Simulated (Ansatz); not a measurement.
# Gap against volume in glassy 86SiO2-5SrO-5ZnO-5MgO (mol %) (63 atoms)

Density of this cell: 2.44 g/cm³. The cell holds 63 atoms: 19 Si, 1 Sr, 1 Zn, 1 Mg and 41 O. Cell: a = 9.636 Å, b = 9.715 Å, c = 9.963 Å, α = 90.3°, β = 88.1°, γ = 86.6°. The starting structure: 63 atoms (19 Si, 1 Sr, 1 Zn, 1 Mg, 41 O) placed at random at 2.44 g/cm³, melted at 4000 K for 10 ps at fixed volume with the Morse and Coulomb pair potential with partial charges (Pedone, Malavasi, Menziani, Cormack and Segre, J. Phys. Chem. B 110, 11780 (2006)). Quenched from 4000 K to 300 K at 50 K/ps and fixed volume, held 10 ps at zero pressure.

Calculated with Ansatz 0.2.0: Kohn-Sham DFT, RPBE, PAW (set soft_2), plane waves; cutoff 420 eV, Γ point, fixed occupations. The relaxed cell was scaled evenly and the atoms were relaxed at each volume. The gap is that between the highest filled and the lowest empty Kohn-Sham level on the run's k-points.

| volume (Å³/atom) | gap (eV) |
| --- | --- |
| 13.293 | 4.149 |
| 13.883 | 4.071 |
| 14.327 | 4.004 |
| 14.770 | 3.924 |
| 15.213 | ? |
| 15.656 | 3.721 |

Task: Fit a straight line in ln V to the rows given and interpolate to the withheld row.

**Working.**

A volume deformation potential makes the spacing linear in u = ln(V/V0), with V0 = 14.770 Å³ the relaxed volume; v is the spacing.

```
u = ln(V/V0)  v (eV)
   -0.105361  4.1489
  -0.0618759  4.0711
  -0.0304593  4.0038
           0  3.9237
   0.0582698  3.7214
```

With n = 5: mean u = -0.0278852, mean v = 3.97378, Σ(u − ū)² = 0.015365, Σ(u − ū)(v − v̄) = -0.040093. Slope b = -0.040093 / 0.015365 = -2.6094; intercept a = v̄ − b ū = 3.9010.

At the withheld volume u = 0.02956, and v = a + b u.

Prediction at 15.213: 3.824 eV. The run gave 3.829 eV, so the fit is low by 0.0056 eV (0.15 % of the value).

The slope, -2.61 eV, says that the spacing narrows on expansion. Among the rows given, the largest miss of the fit is at 15.656, by 0.028 eV (6.4 % of the range of the table).

Limits: The table spans 16 % in volume, wide for a linear law. Semilocal functionals tend to put gaps under measured ones. Only the Γ point is sampled. Defect or tail levels can set the spacing of a disordered cell.

[Logs are printed without paths, hosts, clocks, repeated set-up lines and the standing remarks that a program may print on its own settings, such as how far it seeks lower states.]

[Hosts, paths, dates, database ids (printed as entryN), source tags and the programs' standing remarks are cut or masked in the printed files.]
